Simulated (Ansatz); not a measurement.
## BaLiCl3 (built on the sites of a database entry of BaLiF3): the cell at rest

Task: relax BaLiCl3 (built on the sites of a database entry of BaLiF3) tightly.

Program: Ansatz 0.2.0. Level of theory: DFT PBEsol, scalar-relativistic, plane waves, PAW. Results are calculated unless marked as measured.

The structure was built from a prototype and need not be the compound's stable phase.

**1. Starting point**

The structure is cubic, space group Pm-3m (No. 221). Conventional cell: a = 4.195 Å, b = 4.195 Å, c = 4.195 Å, α = 90.00°, β = 90.00°, γ = 90.00°. Nearest to Ba lie 12 Cl at 2.97 Å. Nearest to Li lie 6 Cl at 2.10 Å. Nearest to Cl lie 2 Li at 2.10 Å and 4 Ba at 2.97 Å. Farther neighbours and most contacts between anions are not listed.

**2. Probe on a coarse mesh**

A quick single point on a coarse mesh tells whether the cell has a gap and how far it is from rest, which sets the k mesh and smearing that follow.

input.yaml

```yaml
crystal:
  lattice:
    - [4.19539, 0.0, 0.0]
    - [0.0, 4.19539, 0.0]
    - [0.0, 0.0, 4.19539]
  atoms:
    - { symbol: Ba, position: [0.0, 0.0, 0.0] }
    - { symbol: Li, position: [0.5, 0.5, 0.5] }
    - { symbol: Cl, position: [0.0, 0.5, 0.5] }
    - { symbol: Cl, position: [0.5, 0.5, 0.0] }
    - { symbol: Cl, position: [0.5, 0.0, 0.5] }
kpoints:
  mp_grid: { grid: [4, 4, 4] }
hamiltonian:
  xc: pbesol
scf:
  occupations: { method: gaussian, width: 0.1 }
output:
  forces: true
  stress: true
  eigenvalues: true
```

Started as:

```bash
$ ansatz run input.yaml --threads 4 --pin off --max-ram 7168MiB --backend cpu --events-out ev --progress --plain --runs-dir out
```

Numbers of over 12 decimals in the logs are rounded to 6 here.

Log:

```text
Engine: ansatz 0.2.0, aarch64-unknown-linux-gnu
Pseudopotentials: kind: paw
Pseudopotential: Ba, paw, valence charge 10, recommended cutoff 420 eV (normal), Ba.paw.azcp
Pseudopotential: Li, paw, valence charge 3, recommended cutoff 420 eV (normal), Li.paw.azcp
Pseudopotential: Cl, paw, valence charge 7, recommended cutoff 420 eV (normal), Cl.paw.azcp
Functional definition: PBEsol
  exchange = pbesol_x
[...]
--- Band table (eV; the first three rows and the last of 10) ---
  k-point 0: bands = [... 13 lower, 8.2340, 10.2731, 10.2731, 10.2731, 13.5800, 13.5800, 14.9387, 14.9387]
  k-point 1: bands = [... 13 lower, 7.9557, 9.3242, 9.7531, 9.7531, 14.6200, 15.1619, 15.3046, 16.6675]
  k-point 2: bands = [... 13 lower, 8.0385, 8.0385, 9.1120, 9.1120, 15.9132, 16.5125, 17.1246, 17.6682]
  k-point 9: bands = [... 13 lower, 9.9639, 10.0932, 10.0932, 10.0932, 16.4041, 16.4041, 16.4041, 17.5515]
[key lines of the parts left out:]
SCF converged after 6 iterations
Free energy (F): -9256.172703 eV
Fermi energy:    11.927151 eV
P = ⅓ Tr σ = 38.4964 GPa (384.964 kbar)
```

Run time: 0.49 s. Hardware: 4 threads of Arm Neoverse V2, shared host; peak memory 0.34 GiB; 1.4 s of CPU time.

A gap read on the k-mesh alone can miss the band edges.

This step gave:

```
pressure           : 38.50 GPa
gap on the k-mesh  : 3.307 eV
volume per atom    : 14.77 Å³
direct gap on mesh : 3.307 eV
```

The coarse mesh shows a gap of 3.31 eV and a pressure of 38.5 GPa.

**3. Rough relaxation**

A rough relaxation comes first, because large forces or stress need no tight tolerances yet.

Edit input.yaml of step 2 so:

```diff
@@ -12,3 +12,3 @@
 kpoints:
-  mp_grid: { grid: [4, 4, 4] }
+  mp_grid: { grid: [6, 6, 6] }
 hamiltonian:
@@ -21 +21,6 @@
   eigenvalues: true
+relax:
+  adjacent_minimum: "off"
+  f_tol: 0.05
+  max_steps: 80
+  cell: { stress_tol: 0.5 }
```

Log:

```text
[...]
Crystal: 5 atoms, lattice volume = 73.844 Å³
Basis set: ecut = 420 eV, 1419 PW (Γ), exchange–correlation on 60×60×60 points (8 copies of the dense FFT grid, shifted against one another)
Bands: 22, of which v1, the nominal top of the filled ones, is band 17 counted from 1 (16 counted from 0)
Symmetry: 48 space group operations
[...]
k-points: 20 of 216
[...]
F+E_penalty+E_count = -9259.18351994 eV   max|allowed force component| = 1.735e-30 eV/Å   (the final SCF, on the basis selected at the relaxed cell)
  cell:  # Å, volume = 109.4989 Å³
    - [4.784134, 0, 0]
    - [0, 4.784134, 0.0]
    - [0, 0.0, 4.784134]
  atoms:
    - { symbol: Ba, position: [0, 0, 0] }
    - { symbol: Li, position: [0.5, 0.5, 0.5] }
    - { symbol: Cl, position: [0, 0.5, 0.5] }
    - { symbol: Cl, position: [0.5, 0.5, 0] }
    - { symbol: Cl, position: [0.5, 0, 0.5] }
[key lines of the parts left out:]
SCF converged after 5 iterations
Free energy (F): -9259.183520 eV
Fermi energy:    6.797067 eV
P = ⅓ Tr σ = 0.1955 GPa (1.955 kbar)
```

It took 4.3 s on 4 threads; peak memory 0.42 GiB; 15 s of CPU time.

Relaxation path:

```tsv
step	energy less that of the first step (eV)	largest force component (eV/Å)	pressure (GPa)	volume (Å³)
1	0.0000	0.0000	38.47	73.84
2	-1.9145	0.0000	17.86	85.18
3	-2.7894	0.0000	6.08	97.55
4	-2.9726	0.0000	1.66	105.43
5	-2.9923	0.0000	-0.04	109.50
6*	-3.0088	0.0000	0.20	109.50
```

Relaxation steps marked * repeat the geometry before them on a plane-wave basis chosen anew for their cell, so energy and pressure can jump there.

Forces are held to the 48 operations that the run works with; a distortion that breaks them can't arise in this run.

```tsv
cell as run	before	after	change
a (Å)	4.195	4.784	+14.0 %
b (Å)	4.195	4.784	+14.0 %
c (Å)	4.195	4.784	+14.0 %
volume (Å³/atom)	14.77	21.90	+48.3 %
```

Final coordinates:

```xyz
5
Lattice="4.7841 0.0000 0.0000 0.0000 4.7841 0.0000 0.0000 0.0000 4.7841" Properties=species:S:1:pos:R:3 pbc="T T T"
Ba    0.0000    0.0000    0.0000
Li    2.3921    2.3921    2.3921
Cl    0.0000    2.3921    2.3921
Cl    2.3921    2.3921    0.0000
Cl    2.3921    0.0000    2.3921
```

This step gave:

```yaml
pressure: 0.1955 GPa
gap_on_the_k_mesh: 4.146 eV
volume_per_atom: 21.90 Å³
direct_gap_on_mesh: 4.199 eV
```

In this step the volume went from 14.77 to 21.90 Å³/atom.

**4. Relaxation**

Harmonic phonons are second derivatives at a point where the forces vanish, and they are wanted at zero stress, so atoms and cell are relaxed first.

input.yaml

```yaml
crystal:
  lattice:
    - [4.7841336954, 0.0, 0.0]
    - [0.0, 4.7841336954, 0.0]
    - [0.0, 0.0, 4.7841336954]
  atoms:
    - { symbol: Ba, position: [0.0, 0.0, 0.0] }
    - { symbol: Li, position: [0.5, 0.5, 0.5] }
    - { symbol: Cl, position: [0.0, 0.5, 0.5] }
    - { symbol: Cl, position: [0.5, 0.5, 0.0] }
    - { symbol: Cl, position: [0.5, 0.0, 0.5] }
kpoints:
  mp_grid: { grid: [4, 4, 4] }
hamiltonian:
  xc: pbesol
scf:
  occupations: { method: gaussian, width: 0.02 }
output:
  forces: true
  stress: true
  eigenvalues: true
relax:
  adjacent_minimum: "off"
  f_tol: 0.005
  max_steps: 80
  cell: { stress_tol: 0.05 }
```

Log:

```text
[...]
Crystal: 5 atoms, lattice volume = 109.499 Å³
Basis set: ecut = 420 eV, 2103 PW (Γ), exchange–correlation on 64×64×64 points (8 copies of the dense FFT grid, shifted against one another)
Bands: 22, of which v1, the nominal top of the filled ones, is band 17 counted from 1 (16 counted from 0)
[... 1 set-up line as in the run before ...]
[...]
k-points: 10 of 64
[...]
SCF iter   1: F=—  HF=-9259.192444 eV  |F-HF|=—  |Δ(HF+E_count)|=         —  Δρ=3.94e-3  dr2=2.34e-2  ethr=1.77e-3  ⟨swp⟩=11.4  Hψ=1436  notcnv=0
[...]
SCF iter   7: F=-9259.183341 eV  HF=-9259.183341 eV  |F-HF|=4.54e-8  |Δ(HF+E_count)|=   1.62e-7  Δρ=4.73e-6  dr2=5.85e-8  ethr=2.94e-10  ⟨swp⟩=8.3  Hψ=1170  notcnv=0
SCF 1 converged in 7 iterations: F = -9259.183341 eV  dr2 = 5.85e-8
[...]
relax step   1: F+E_penalty+E_count = -9259.18334076 eV  Δ(F+E_penalty+E_count) = +0.000e0 eV  max|allowed force component| = 2.935e-29 eV/Å  Δτ_max = 0.0000 Å  P = +0.197 GPa  Ω = 109.499 Å³  (7 SCF iters, dr2 threshold 1.00e-7 eV, accepted)
Crystal: 5 atoms, lattice volume = 109.984 Å³
Basis set: ecut = 420 eV, 2109 PW (Γ), exchange–correlation on 64×64×64 points (8 copies of the dense FFT grid, shifted against one another)
[...]
SCF iter   4: F=-9259.183667 eV  HF=-9259.183667 eV  |F-HF|=7.23e-9  |Δ(HF+E_count)|=   2.88e-8  Δρ=3.52e-6  dr2=1.10e-8  ethr=2.85e-10  ⟨swp⟩=6.7  Hψ=1066  notcnv=0
SCF 2 converged in 4 iterations: F = -9259.183667 eV  dr2 = 1.10e-8
relax step   2: F+E_penalty+E_count = -9259.18366656 eV  Δ(F+E_penalty+E_count) = -3.258e-4 eV  max|allowed force component| = 5.548e-30 eV/Å  Δτ_max = 0.0000 Å  P = +0.023 GPa  Ω = 109.984 Å³  energy of the carried Pulay correction = -6.536e-6 eV  (4 SCF iters, dr2 threshold 9.70e-8 eV, accepted)
Basis set: ecut = 420 eV, 2109 PW (Γ), exchange–correlation on 72×72×72 points (8 copies of the dense FFT grid, shifted against one another)
[...]
SCF iter   1: F=—  HF=-9259.183682 eV  |F-HF|=—  |Δ(HF+E_count)|=         —  Δρ=7.55e-6  dr2=1.81e-8  ethr=2.75e-6  ⟨swp⟩=2.7  Hψ=1924  notcnv=0
eigensolver tolerance schedule: the retry pair's looser diagonalisation over-reported the residual by 51774.41 of it (diagonalisation noise at an unbounded share of the residual, at the tolerance the schedule requests for it); recorded, not acted on — ethr = c·dr2/N_el stays at c = 1.0e-1
[...]
SCF iter   2: F=—  HF=-9259.183671 eV  |F-HF|=—  |Δ(HF+E_count)|=   1.09e-5  Δρ=4.66e-6  dr2=1.64e-8  ethr=5.32e-11  ⟨swp⟩=3.7  Hψ=551  notcnv=0
[...]
SCF iter   6: F=-9259.183671 eV  HF=-9259.183671 eV  |F-HF|=3.64e-12  |Δ(HF+E_count)|=  3.64e-11  Δρ=9.26e-8  dr2=8.85e-12  ethr=1.00e-12  ⟨swp⟩=4.0  Hψ=752  notcnv=0
SCF 3 converged in 6 iterations: F = -9259.183671 eV  dr2 = 8.85e-12
relax step   3: F+E_penalty+E_count = -9259.18367133 eV  Δ(F+E_penalty+E_count) = -4.770e-6 eV  max|allowed force component| = 1.499e-30 eV/Å  Δτ_max = 0.0000 Å  P = +0.023 GPa  Ω = 109.984 Å³  stress off target by 2.35e-2 GPa  SCF on the basis re-selected at this cell (its energy is not comparable with the rows above)  (6 SCF iters)
[...]
SCF converged after 6 iterations
Free energy (F): -9259.183671 eV
[...]
Internal energy: -9259.183671 eV  (E = F + TS)
E sigma→0 (E₀):  -9259.183671 eV
Fermi energy:    6.750324 eV
[...]
--- Stress (GPa, compression-positive) ---
        0.023464       0.000000      -0.000000
        0.000000       0.023464      -0.000000
       -0.000000      -0.000000       0.023464
  P = ⅓ Tr σ = 0.0235 GPa (0.235 kbar)
--- Band table (eV; the first three rows and the last of 10) ---
  k-point 0: bands = [... 13 lower, 3.7002, 4.6220, 4.6220, 4.6220, 8.8247, 8.8247, 9.8261, 10.0878, ... 1 higher]
  k-point 1: bands = [... 13 lower, 3.5221, 4.0189, 4.4062, 4.4062, 9.4857, 9.6645, 10.2728, 10.8361, ... 1 higher]
  k-point 2: bands = [... 13 lower, 3.4018, 3.4018, 4.1710, 4.1710, 10.5085, 10.5113, 10.6531, 11.9900, ... 1 higher]
  k-point 9: bands = [... 13 lower, 4.5627, 4.6759, 4.6759, 4.6759, 10.1588, 10.1588, 10.1588, 11.1579, ... 1 higher]
--- Relaxed structure (2 steps of the walk, 2 accepted, 1 SCFs on fresh bases) ---
[...]
cell:  # Å, volume = 109.9837 Å³
    - [4.791183, 0, 0]
    - [0, 4.791183, 0]
    - [0, 0, 4.791183]
  atoms:
    - { symbol: Ba, position: [0, 0, 0] }
    - { symbol: Li, position: [0.5, 0.5, 0.5] }
    - { symbol: Cl, position: [0, 0.5, 0.5] }
    - { symbol: Cl, position: [0.5, 0.5, 0] }
    - { symbol: Cl, position: [0.5, 0, 0.5] }
```

The job ended after 1.7 s (4 threads; peak memory 0.4 GiB; 5.6 s of CPU time).

The steps of the relaxation:

```tsv
step	energy less that of the first step (eV)	largest force component (eV/Å)	pressure (GPa)	volume (Å³)
1	0.0000	0.0000	0.20	109.50
2	-0.0003	0.0000	0.02	109.98
3*	-0.0003	0.0000	0.02	109.98
```

Relaxation steps marked * repeat the geometry before them on a plane-wave basis chosen anew for their cell, so energy and pressure can jump there.

The run keeps the 48 symmetry operations that it works with, so distortions that break them were not tested.

```tsv
conventional cell, symmetrised	before	after	change
a (Å)	4.784	4.791	+0.1 %
b (Å)	4.784	4.791	+0.1 %
c (Å)	4.784	4.791	+0.1 %
volume (Å³/atom)	21.90	22.00	+0.4 %
```

The relaxed structure:

```xyz
5
Lattice="4.7912 0.0000 0.0000 0.0000 4.7912 0.0000 0.0000 0.0000 4.7912" Properties=species:S:1:pos:R:3 pbc="T T T"
Ba    0.0000    0.0000    0.0000
Li    2.3956    2.3956    2.3956
Cl    0.0000    2.3956    2.3956
Cl    2.3956    2.3956    0.0000
Cl    2.3956    0.0000    2.3956
```

This step gave:

```
pressure           : 0.02346 GPa
gap on the k-mesh  : 4.149 eV
volume per atom    : 22.00 Å³
direct gap on mesh : 4.203 eV
```

In this step the volume went from 21.90 to 22.00 Å³/atom.

**5. Relaxing to small forces for the phonons**

Phonons need a cell at rest on their own settings, so the relaxation is repeated with tight tolerances on forces and stress, using the mesh and the filling of the phonon run that follows.

input.yaml

```yaml
crystal:
  lattice:
    - [4.7911825675, 0.0, 0.0]
    - [0.0, 4.7911825675, 0.0]
    - [0.0, 0.0, 4.7911825675]
  atoms:
    - { symbol: Ba, position: [0.0, 0.0, 0.0] }
    - { symbol: Li, position: [0.5, 0.5, 0.5] }
    - { symbol: Cl, position: [0.0, 0.5, 0.5] }
    - { symbol: Cl, position: [0.5, 0.5, 0.0] }
    - { symbol: Cl, position: [0.5, 0.0, 0.5] }
kpoints:
  mp_grid: { grid: [4, 4, 4] }
hamiltonian:
  xc: pbesol
scf:
  occupations: { method: fixed }
output:
  forces: true
  stress: true
  eigenvalues: true
relax:
  adjacent_minimum: "off"
  f_tol: 0.001
  max_steps: 60
  cell: { stress_tol: 0.01 }
```

Log:

```text
[...]
Crystal: 5 atoms, lattice volume = 109.984 Å³
Basis set: ecut = 420 eV, 2109 PW (Γ), exchange–correlation on 72×72×72 points (8 copies of the dense FFT grid, shifted against one another)
Bands: 22, of which v1, the nominal top of the filled ones, is band 17 counted from 1 (16 counted from 0)
[... 1 set-up line as in the run before ...]
[...]
k-points: 10 of 64
[...]
--- Relaxed structure (2 steps of the walk, 2 accepted, 1 SCFs on fresh bases) ---
[...]
cell:  # Å, volume = 110.0421 Å³
    - [4.792032, 0, 0]
    - [0, 4.792032, 0.0]
    - [0, 0.0, 4.792032]
  atoms:
    - { symbol: Ba, position: [0, 0, 0] }
    - { symbol: Li, position: [0.500000, 0.500000, 0.500000] }
    - { symbol: Cl, position: [0, 0.500000, 0.500000] }
    - { symbol: Cl, position: [0.500000, 0.500000, 0] }
    - { symbol: Cl, position: [0.500000, 0, 0.500000] }
[key lines of the parts left out:]
SCF converged after 8 iterations
Free energy (F): -9259.183675 eV
Fermi energy:    4.670161 eV
P = ⅓ Tr σ = 0.0028 GPa (0.028 kbar)
```

Run time: 1.9 s. Hardware: 4 threads; peak memory 0.4 GiB.

Little changed from the start: no atom moved by 0.005 Å and no cell edge by 0.1 %.

Numbers from this step:

```yaml
pressure: 0.002833 GPa
volume_per_atom: 22.01 Å³
```

The forces vanish by symmetry and the pressure is 0.003 GPa, within the tolerances set. The cell now holds 22.01 Å³/atom.

**6. What came out**

```yaml
space_group_after_relaxation_within_0p01_a: Pm-3m
lattice_constant_a: 4.792 Å
lattice_constant_b: 4.792 Å
lattice_constant_c: 4.792 Å
volume_per_atom: 22.0 Å³
gap_on_the_k_mesh: 4.15 eV
```

What this shows: The forces vanish by symmetry and the pressure is 0.003 GPa, within the tolerances set. The cell now holds 22.01 Å³/atom. The relaxation keeps the symmetry of its start, so it says nothing on stability against lower symmetry. Spin-orbit coupling is left out, which can matter for the heavy elements here. The starting cell was built on a prototype and not taken from a measurement, so the phase need not exist.

[Logs are printed without paths, hosts, clocks, repeated set-up lines and the standing remarks that a program may print on its own settings, such as how far it seeks lower states.]

[Hosts, paths, dates, database ids (printed as entryN), source tags and the programs' standing remarks are cut or masked in the printed files.]
